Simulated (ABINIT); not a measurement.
# Te (P3_121): one start, several treatments of the self-energy, part 2 of 2

Aim: compare treatments of exchange, screening and correlation for the gap of Te (P3_121).

ABINIT 10.8.3; PBE and many-body steps on it, plane waves. Known limits of the many-body steps: not at the basis limit; model gap, bands may invert with spin-orbit coupling; screening runs away on this mesh; no spin-orbit coupling; coarse k mesh.

So far. Step 5 (G0W0, Hybertsen-Louie plasmon pole): Against G0W0 in ABINIT (3×3×2 mesh, 143 bands, screening to 122.5 eV, Godby-Needs plasmon pole), the gap moves by −0.026 eV. Step 6 (G0W0, von der Linden-Horsch plasmon pole): Against G0W0 in ABINIT (3×3×2 mesh, 143 bands, screening to 122.5 eV, Godby-Needs plasmon pole), the gap moves by +0.012 eV.

**7. G0W0, Engel-Farid plasmon pole**

Level of this step: G0W0 on PBE, plane waves, norm-conserving pseudopotentials (ABINIT).

File run.abi:

```
acell 3*1.0 Angstrom
rprim 
  4.457199999972 0.000000000006 0.000000000000
  -2.228599999992 3.860048429721 0.000000000000
  0.000000000000 0.000000000000 5.929000000000
ntypat 1
znucl 52
natom 3
typat 1 1 1
xred 
  0.263300000000 0.000000000000 0.333333333333
  0.000000000000 0.263300000000 0.666666666667
  0.736700000000 0.736700000000 -0.000000000000
pp_dirpath "pseudos"
pseudos "Te.upf"
ecut 39
ngkpt 3 3 2
nshiftk 1
shiftk 0 0 0
kptopt 1
chksymbreak 0
istwfk *1
occopt 1
irdwfk 1
optdriver 4
nband 143
gwcalctyp 0
ecutsigx 39
symsigma 1
nkptgw 2
kptgw 
  0.3333333333 0.3333333333 0.5000000000
  0.0000000000 0.0000000000 0.0000000000
bdgw 
  35 39
  34 38
ecuteps 4.5
irdscr 1
ppmodel 4
indata_prefix "in"
outdata_prefix "out"
tmpdata_prefix "tmp"
```

Run with:

```sh
OMP_NUM_THREADS=1 mpirun -n 4 abinit run.abi > log
```

Numbers of over 12 decimals in the logs are rounded to 6 here.

Output:

```text
.Version 10.8.3 of ABINIT. v10.8.2 released Aug 2026.

 Symmetries : space group P3_1 2 1 (#152); Bravais hP (primitive hexag.)
[... echo of the input left out ...]
== DATASET  1 ==================================================================
-   mpi_nproc: 4, omp_nthreads: 1 (-1 if OMP is not activated)

--- !DatasetInfo
iteration_state: {dtset: 1, }
dimensions: {natom: 3, nkpt: 6, mband: 143, nsppol: 1, nspinor: 1, nspden: 1, mpw: 8029, }
cutoff_energies: {ecut:  39.0, pawecutdg:  -1.0, }
[...]
Band     E0 <VxcDFT>   SigX SigC(E0)      Z dSigC/dE  Sig(E)    E-E0       E
[...]
37   7.841 -13.079  -9.444  -3.406   0.782  -0.279 -12.900   0.179   8.020
       38   7.841 -13.079  -9.444  -3.406   0.782  -0.279 -12.900   0.179   8.020

== END DATASET(S) ==============================================================
================================================================================

 -outvars: echo values of variables after computation  --------
           etotal      0.0000000000E+00
            nband         143
             nkpt           6
          spgroup         152
 [... the other variables as echoed above ...]

 Calculation completed.
```

Elapsed: 9.6 s, on 4 MPI ranks of Intel Xeon Platinum 8375C at 2.90GHz (Ice Lake), shared host; peak memory 1 GiB.

This step gave:

* G0W0 gap on the points computed: 0.4220 eV
* starting gap on the mesh: 0.1818 eV
* k of the valence top: 0.3333, 0.3333, 0.5
* k of the conduction bottom: 0.3333, 0.3333, 0.5
* least direct G0W0 gap on the computed points: 0.4220 eV

Against G0W0 in ABINIT (3×3×2 mesh, 143 bands, screening to 122.5 eV, Godby-Needs plasmon pole), the gap moves by −0.008 eV.

**8. One-shot Hartree-Fock**

This step: one-shot Hartree-Fock on PBE, plane waves, norm-conserving pseudopotentials.

Changes to run.abi since step 7:

```diff
@@ -25,4 +25,4 @@
 optdriver 4
-nband 143
-gwcalctyp 0
+nband 40
+gwcalctyp 5
 ecutsigx 39
@@ -36,5 +36,4 @@
   34 38
-ecuteps 4.5
-irdscr 1
-ppmodel 4
+ixc_sigma 40
+fftgw 31
 indata_prefix "in"
```

Output:

```text
.Version 10.8.3 of ABINIT. v10.8.2 released Aug 2026.

 Symmetries : space group P3_1 2 1 (#152); Bravais hP (primitive hexag.)
[... echo of the input left out ...]
== DATASET  1 ==================================================================
-   mpi_nproc: 4, omp_nthreads: 1 (-1 if OMP is not activated)

--- !DatasetInfo
iteration_state: {dtset: 1, }
dimensions: {natom: 3, nkpt: 6, mband: 40, nsppol: 1, nspinor: 1, nspden: 1, mpw: 8029, }
cutoff_energies: {ecut:  39.0, pawecutdg:  -1.0, }
[...]
Band     E0 <VxcDFT>   SigX SigC(E0)      Z dSigC/dE  Sig(E)    E-E0       E
[...]
37   7.841 -13.079  -9.444   0.000   1.000   0.000  -9.444   3.635  11.477
       38   7.841 -13.079  -9.444   0.000   1.000   0.000  -9.444   3.635  11.477

== END DATASET(S) ==============================================================
================================================================================

 -outvars: echo values of variables after computation  --------
           etotal      0.0000000000E+00
            nband          40
             nkpt           6
          spgroup         152
 [... the other variables as echoed above ...]

 Calculation completed.
```

Wall time 4.3 s (4 MPI ranks); peak memory 0.88 GiB; 16 s of CPU time.

Numbers from this step:

| Item | Value |
| --- | --- |
| quasiparticle gap on the points computed | 4.744 eV |
| starting gap on the mesh | 0.1818 eV |
| k of the valence top | 0.3333, 0.3333, 0.5 |
| k of the conduction bottom | 0.3333, 0.3333, 0.5 |
| least direct quasiparticle gap on the computed points | 4.744 eV |

Against G0W0 in ABINIT (3×3×2 mesh, 143 bands, screening to 122.5 eV, Godby-Needs plasmon pole), the gap moves by +4.314 eV.

**9. Side by side**

Times are wall times on 4 MPI ranks of Intel Xeon Platinum 8375C at 2.90GHz (Ice Lake), shared host, good to a factor of about two. A run's time includes the screening step that it read.

| run | mesh | bands | screening cutoff (eV) | DFT gap (eV) | gap on the mesh (eV) | direct (eV) | ε∞ used | time |
| --- | --- | --- | --- | --- | --- | --- | --- | --- |
| G0W0, Godby-Needs plasmon pole | 3×3×2 | 143 | 122.5 | 0.182 | 0.430 | 0.430 | 1403.23 | 87 s |
| G0W0, Hybertsen-Louie plasmon pole | 3×3×2 | 143 | 122.5 | 0.182 | 0.404 | 0.404 | 1403.23 | 87 s |
| G0W0, von der Linden-Horsch plasmon pole | 3×3×2 | 143 | 122.5 | 0.182 | 0.442 | 0.442 | 1403.23 | 82 s |
| G0W0, Engel-Farid plasmon pole | 3×3×2 | 143 | 122.5 | 0.182 | 0.422 | 0.422 | 1403.23 | 82 s |
| one-shot Hartree-Fock | 3×3×2 | - | - | 0.182 | 4.744 | 4.744 | - | 4.3 s |

**10. Summary of results**

```json
{
  "G0W0, Godby-Needs plasmon pole": "0.430 eV",
  "G0W0, Hybertsen-Louie plasmon pole": "0.404 eV",
  "G0W0, von der Linden-Horsch plasmon pole": "0.442 eV",
  "G0W0, Engel-Farid plasmon pole": "0.422 eV",
  "one-shot Hartree-Fock": "4.744 eV",
  "known limits": "not at the basis limit; model gap, bands may invert with spin-orbit coupling; screening runs away on this mesh; no spin-orbit coupling; coarse k mesh"
}
```

G0W0, Hybertsen-Louie plasmon pole: −0.026 eV against G0W0, Godby-Needs plasmon pole. G0W0, von der Linden-Horsch plasmon pole: +0.012 eV against G0W0, Godby-Needs plasmon pole. G0W0, Engel-Farid plasmon pole: −0.008 eV against G0W0, Godby-Needs plasmon pole. One-shot Hartree-Fock: +4.314 eV against G0W0, Godby-Needs plasmon pole. Bare exchange alone opens the gap to 4.74 eV; against G0W0, correlation takes back 4.31 eV. Bands and cutoff are finite, so the gap is not at the basis limit. The miss can reach some tenths of an eV and take either sign; the mesh is an error of its own. In the G0W0 runs levels were corrected at 2 k points alone, so a gap called «on the mesh» is the least over those, and an edge elsewhere would be missed. The 3×3×2 mesh is coarse for this cell, which bears on the long-range parts of exchange and screening. With atoms this heavy and so narrow a gap, spin-orbit coupling can invert the bands. These scalar-relativistic gaps are then model values, not to be set against experiment, and a spin-orbit change taken from DFT can't simply be added. For the PBE start: On this mesh the RPA ε∞ passes 90, more than nearly any semiconductor shows; a coarse mesh does this where one point with a narrow direct gap carries much weight. The screening is then too strong, and the G0W0 gap should not be taken as the material's.

[Paths, hosts, dates, memory and timing lines, banners, echoed tables and standing remarks are left out of the program output.]

[Logs are printed without paths, hosts, clocks, repeated set-up lines and the standing remarks that a program may print on its own settings, such as how far it seeks lower states.]

[Runs of the session that timed out or met a known fault of the program may be left out.]

[Hosts, paths, dates, database ids (printed as entryN), source tags and the programs' standing remarks are cut or masked in the printed files.]

[G0W0 gaps are taken among the corrected bands and points alone; a level outside them can change the order at an edge.]

[Where Ansatz stands beside ABINIT at settings called matched, ABINIT's density can come from a denser mesh and the files from another edition; pairs whose starting gaps differed by over 0.03 eV were left out, so agreement reads better than it is.]
